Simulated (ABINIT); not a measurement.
**Quasiparticle gap of CsMgF3 (Pm-3m) in ABINIT**

Wanted: ground state, empty states, screening and self-energy for CsMgF3 (Pm-3m).

Main program and level: ABINIT 10.8.3; LDA and many-body steps on it, plane waves.

## Step 1: The structure

Symmetry: Pm-3m, No. 221, cubic system. The conventional cell has a = 4.252 Å, b = 4.252 Å, c = 4.252 Å, α = 90.00°, β = 90.00°, γ = 90.00°. Nearest to Cs lie 12 F at 3.01 Å. Nearest to Mg lie 6 F at 2.13 Å. F has 2 Mg at 2.13 Å and 4 Cs at 3.01 Å nearest. Farther neighbours and most contacts between anions are not listed.

The cell and positions are those that the Materials Project relaxed with its own functionals (PBE, PBE+U or r2SCAN), kept fixed. Spin-orbit coupling is left out unless a step names it.

## Step 2: Ground state

This step: ABINIT 10.8.3; DFT, LDA, plane waves, norm-conserving pseudopotentials.

The ground-state density comes first.

run.abi reads:

```
acell 3*1.0 Angstrom
rprim 
  4.252307000000 0.000000000000 0.000000000000
  0.000000000000 4.252307000000 0.000000000000
  0.000000000000 0.000000000000 4.252307000000
ntypat 3
znucl 55 12 9
natom 5
typat 1 2 3 3 3
xred 
  0.000000000000 0.000000000000 0.000000000000
  0.500000000000 0.500000000000 0.500000000000
  0.000000000000 0.500000000000 0.500000000000
  0.500000000000 0.000000000000 0.500000000000
  0.500000000000 0.500000000000 0.000000000000
pp_dirpath "pseudos"
pseudos "Cs.upf, Mg.upf, F.upf"
ecut 38
ngkpt 6 6 6
nshiftk 1
shiftk 0 0 0
kptopt 1
chksymbreak 0
nband 26
occopt 1
tolvrs 1e-10
nstep 60
prtwf 0
optforces 0
optstress 0
indata_prefix "in"
outdata_prefix "out"
tmpdata_prefix "tmp"
```

On the command line:

```console
OMP_NUM_THREADS=1 mpirun -n 4 abinit run.abi > log
```

Numbers of over 12 decimals in the logs are rounded to 6 here.

Log:

```text
.Version 10.8.3 of ABINIT. v10.8.2 released Aug 2026.

 Symmetries : space group Pm -3 m (#221); Bravais cP (primitive cubic)
================================================================================
 Values of the parameters that define the memory need of the present run
     intxc =       0    ionmov =       0      iscf =       7    lmnmax =       8
     lnmax =       8     mgfft =      48  mpssoang =       4    mqgrid =    3001
     natom =       5  nloc_mem =       1    nspden =       1   nspinor =       1
    nsppol =       1      nsym =      48    n1xccc =    2501    ntypat =       3
    occopt =       1   xclevel =       1
-    mband =          26        mffmem =           1         mkmem =           5
       mpw =        5832          nfft =      110592          nkpt =          20
================================================================================
  Rough estimation (10% accuracy) of disk space for files :
================================================================================

--------------------------------------------------------------------------------
------------- Echo of variables that govern the present computation ------------
--------------------------------------------------------------------------------
 -outvars: echo values of preprocessed input variables --------
            acell      1.8897261259E+00  1.8897261259E+00  1.8897261259E+00 Bohr

      chksymbreak           0
             ecut      3.80000000E+01 Hartree
-          fftalg         312

              ixc       -1012
              kpt      0.00000000E+00  0.00000000E+00  0.00000000E+00
                       1.66666667E-01  0.00000000E+00  0.00000000E+00
                       3.33333333E-01  0.00000000E+00  0.00000000E+00
                       5.00000000E-01  0.00000000E+00  0.00000000E+00
                       1.66666667E-01  1.66666667E-01  0.00000000E+00
                       3.33333333E-01  1.66666667E-01  0.00000000E+00
                       5.00000000E-01  1.66666667E-01  0.00000000E+00
                       3.33333333E-01  3.33333333E-01  0.00000000E+00
                       5.00000000E-01  3.33333333E-01  0.00000000E+00
   [... 9 further rows ...]
                       5.00000000E-01  5.00000000E-01  3.33333333E-01
                       5.00000000E-01  5.00000000E-01  5.00000000E-01
         kptrlatt        6    0    0      0    6    0      0    0    6
          kptrlen      4.82141738E+01
P           mkmem           5
            natom           5
            nband          26
            ngfft          48      48      48
             nkpt          20
            nstep          60
             nsym          48
           ntypat           3
              occ      2.000000  2.000000  2.000000  2.000000  2.000000  2.000000
                       2.000000  2.000000  2.000000  2.000000  2.000000  2.000000
                       2.000000  2.000000  2.000000  2.000000  2.000000  2.000000
                       2.000000  2.000000  0.000000  0.000000  0.000000  0.000000
                       0.000000  0.000000
        optforces           0
        optstress           0
            prtwf           0
            rprim      4.2523070000E+00  0.0000000000E+00  0.0000000000E+00
[...]
spgroup         221

           tolvrs      1.00000000E-10

             xred      0.0000000000E+00  0.0000000000E+00  0.0000000000E+00
[...]
znucl       55.00000   12.00000    9.00000

================================================================================

 chkinp: Checking input parameters for consistency.

================================================================================
== DATASET  1 ==================================================================
-   mpi_nproc: 4, omp_nthreads: 1 (-1 if OMP is not activated)

--- !DatasetInfo
iteration_state: {dtset: 1, }
dimensions: {natom: 5, nkpt: 20, mband: 26, nsppol: 1, nspinor: 1, nspden: 1, mpw: 5832, }
cutoff_energies: {ecut:  38.0, pawecutdg:  -1.0, }
electrons: {nelect:   4.00000000E+01, charge:   0.00000000E+00, occopt:   1.00000000E+00, tsmear:   1.00000000E-02, }

 Real(R)+Recip(G) space primitive vectors, cartesian coordinates (Bohr,Bohr^-1):
 R(1)=  8.0356956  0.0000000  0.0000000  G(1)=  0.1244447  0.0000000  0.0000000
 R(2)=  0.0000000  8.0356956  0.0000000  G(2)=  0.0000000  0.1244447  0.0000000
 R(3)=  0.0000000  0.0000000  8.0356956  G(3)=  0.0000000  0.0000000  0.1244447
 Unit cell volume ucvol=  5.1888419E+02 bohr^3
 Angles (23,13,12)=  9.00000000E+01  9.00000000E+01  9.00000000E+01 degrees

 getcut: wavevector=  0.0000  0.0000  0.0000  ngfft=  48  48  48
         ecut(hartree)=     38.000   => boxcut(ratio)=   2.15259

--- Pseudopotential description ------------------------------------------------
- Cs Generated using ONCVPSP code by D. R. Hamann
- 55.00000   9.00000  201201                  znucl, zion, pspdat
12 -1012 3 -1 2328                            pspcod,pspxc,lmax,lloc,mmax
     nproj     2     2     2     2
  pspatm : epsatm=   21.68725381
         --- l  ekb(1:nproj) -->
[...]
pspatm: atomic psp has been read  and splines computed

- Mg Generated using ONCVPSP code by D. R. Hamann
- 12.00000  10.00000  180309                  znucl, zion, pspdat
12 -1012 1 -1 1510                            pspcod,pspxc,lmax,lloc,mmax
     nproj     2     2     0     0
  pspatm : epsatm=    9.23542517
         --- l  ekb(1:nproj) -->
[...]
pspatm: atomic psp has been read  and splines computed

- F Generated using ONCVPSP code by D. R. Hamann
-  9.00000   7.00000  201202                  znucl, zion, pspdat
12 -1012 2 -1 824                             pspcod,pspxc,lmax,lloc,mmax
     nproj     2     2     1     0
  pspatm : epsatm=    4.94580260
         --- l  ekb(1:nproj) -->
[...]
2   -2.364936
 pspatm: atomic psp has been read  and splines computed

   1.83040347E+03                                ecore*ucvol(ha*bohr**3)
--------------------------------------------------------------------------------

_setup2: Arith. and geom. avg. npw (full set) are    5808.745    5808.732

================================================================================

--- !BeginCycle
iteration_state: {dtset: 1, }
solver: {iscf: 7, nstep: 60, nline: 4, wfoptalg: 0, }
tolerances: {tolvrs: 1.00E-10, }

     iter   Etot(hartree)      deltaE(h)  residm     vres2
 ETOT  1  -156.53328199761    -1.565E+02 1.179E-01 5.455E+02
 ETOT  2  -156.61256818644    -7.929E-02 1.364E-02 4.559E+02
 ETOT  3  -156.78450013727    -1.719E-01 4.169E-02 1.946E+01
 ETOT  4  -156.78977143821    -5.271E-03 8.489E-03 1.522E-01
 ETOT  5  -156.78981849359    -4.706E-05 1.130E-03 4.433E-03
 ETOT  6  -156.78981922439    -7.308E-07 1.915E-04 4.640E-04
 ETOT  7  -156.78981926554    -4.115E-08 1.166E-04 5.558E-05
 ETOT  8  -156.78981926869    -3.151E-09 7.778E-05 4.741E-07
 ETOT  9  -156.78981926879    -9.277E-11 4.704E-05 8.982E-09
 ETOT 10  -156.78981926879    -3.809E-12 3.195E-05 1.394E-09
 ETOT 11  -156.78981926878     6.565E-12 1.892E-05 2.117E-11

 At SCF step   11       vres2   =  2.12E-11 < tolvrs=  1.00E-10 =>converged.

--- !ResultsGS
iteration_state: {dtset: 1, }
comment   : Summary of ground state results
lattice_vectors:
- [  8.0356956,   0.0000000,   0.0000000, ]
- [  0.0000000,   8.0356956,   0.0000000, ]
- [  0.0000000,   0.0000000,   8.0356956, ]
lattice_lengths: [   8.03570,    8.03570,    8.03570, ]
lattice_angles: [ 90.000,  90.000,  90.000, ] # degrees, (23, 13, 12)
lattice_volume:   5.1888419E+02
convergence: {deltae:  6.565E-12, res2:  2.117E-11, residm:  1.892E-05, diffor:  0.000E+00, }
etotal    :  -1.56789819E+02
entropy   :   0.00000000E+00
fermie    :   2.22453065E-02
cartesian_stress_tensor: null
pressure_GPa: null
xred      :
- [  0.0000E+00,   0.0000E+00,   0.0000E+00, Cs]
- [  5.0000E-01,   5.0000E-01,   5.0000E-01, Mg]
- [  0.0000E+00,   5.0000E-01,   5.0000E-01,  F]
- [  5.0000E-01,   0.0000E+00,   5.0000E-01,  F]
- [  5.0000E-01,   5.0000E-01,   0.0000E+00,  F]
cartesian_forces: null
force_length_stats: {min: null, max: null, mean: null, }

 Integrated electronic density in atomic spheres:
 ------------------------------------------------
 Atom  Sphere_radius  Integrated_density
[...]
================================================================================

 ----iterations are completed or convergence reached----

 Mean square residual over all n,k,spin=   77.429E-09; max=  18.915E-06
 reduced coordinates (array xred) for    5 atoms
       0.000000000000      0.000000000000      0.000000000000
       0.500000000000      0.500000000000      0.500000000000
       0.000000000000      0.500000000000      0.500000000000
       0.500000000000      0.000000000000      0.500000000000
       0.500000000000      0.500000000000      0.000000000000
 rms dE/dt=  0.0000E+00; max dE/dt=  0.0000E+00; dE/dt below (all hartree)
    1       0.000000000000      0.000000000000      0.000000000000
    2       0.000000000000      0.000000000000      0.000000000000
    3       0.000000000000      0.000000000000      0.000000000000
    4       0.000000000000      0.000000000000      0.000000000000
    5       0.000000000000      0.000000000000      0.000000000000

 cartesian coordinates (angstrom) at end:
    1      0.000000     0.000000     0.000000
    2      2.126154     2.126154     2.126154
    3      0.000000     2.126154     2.126154
    4      2.126154     0.000000     2.126154
    5      2.126154     2.126154     0.000000
 length scales=  1.889726125908  1.889726125908  1.889726125908 bohr
              =  1.000000000000  1.000000000000  1.000000000000 angstroms
 prteigrs : about to open file out_EIG
 Fermi (or HOMO) energy (hartree) =   0.02225   Average Vxc (hartree)=  -0.38246
 Eigenvalues (hartree) for nkpt=  20  k points:
 kpt#   1, nband= 26, wtk=  0.00463, kpt=  0.0000  0.0000  0.0000 (reduced coord)
  -2.59154   -1.39345   -1.39345   -1.39345   -0.69653   -0.67317   -0.67317   -0.58622
  -0.12853   -0.12853   -0.12853   -0.04083   -0.04083   -0.04083   -0.00352   -0.00352
  -0.00352    0.02225    0.02225    0.02225    0.25699    0.33321    0.33321    0.43685
   0.43685    0.43685
 prteigrs : prtvol=0 or 1, do not print more k-points.

--- !EnergyTerms
iteration_state     : {dtset: 1, }
comment             : Components of total free energy in Hartree
kinetic             :  8.74231700015120E+01
hartree             :  4.91753015193191E+01
xc                  : -3.08842888812353E+01
Ewald energy        : -9.37521873592992E+01
psp_core            :  3.52757612531163E+00
local_psp           : -1.49367479495591E+02
non_local_psp       : -2.29119111788000E+01
total_energy        : -1.56789819268783E+02
total_energy_eV     : -4.26646833156041E+03
band_energy         : -1.98444475713366E+01

== END DATASET(S) ==============================================================
================================================================================

 -outvars: echo values of variables after computation  --------
           etotal     -1.5678981927E+02
            nband          26
             nkpt          20
          spgroup         221
 [... the other variables as echoed above ...]

 Calculation completed.
```

It took 57 s on 4 MPI ranks of Arm Neoverse N1, shared host; peak memory 0.38 GiB.

Numbers from this step:

* total energy: -4266.4683 eV
* gap: 6.388 eV
* k of the valence top: 0, 0, 0
* k of the conduction bottom: 0, 0, 0
* least direct gap: 6.388 eV

The gap is direct, at Γ.

(Continued in part 2 of 3.)

[Paths, hosts, dates, memory and timing lines, banners, echoed tables and standing remarks are left out of the program output.]

[Logs are printed without paths, hosts, clocks, repeated set-up lines and the standing remarks that a program may print on its own settings, such as how far it seeks lower states.]

[Runs of the session that timed out or met a known fault of the program may be left out.]

[Hosts, paths, dates, database ids (printed as entryN), source tags and the programs' standing remarks are cut or masked in the printed files.]

[G0W0 gaps are taken among the corrected bands and points alone; a level outside them can change the order at an edge.]

[Where Ansatz stands beside ABINIT at settings called matched, ABINIT's density can come from a denser mesh and the files from another edition; pairs whose starting gaps differed by over 0.03 eV were left out, so agreement reads better than it is.]
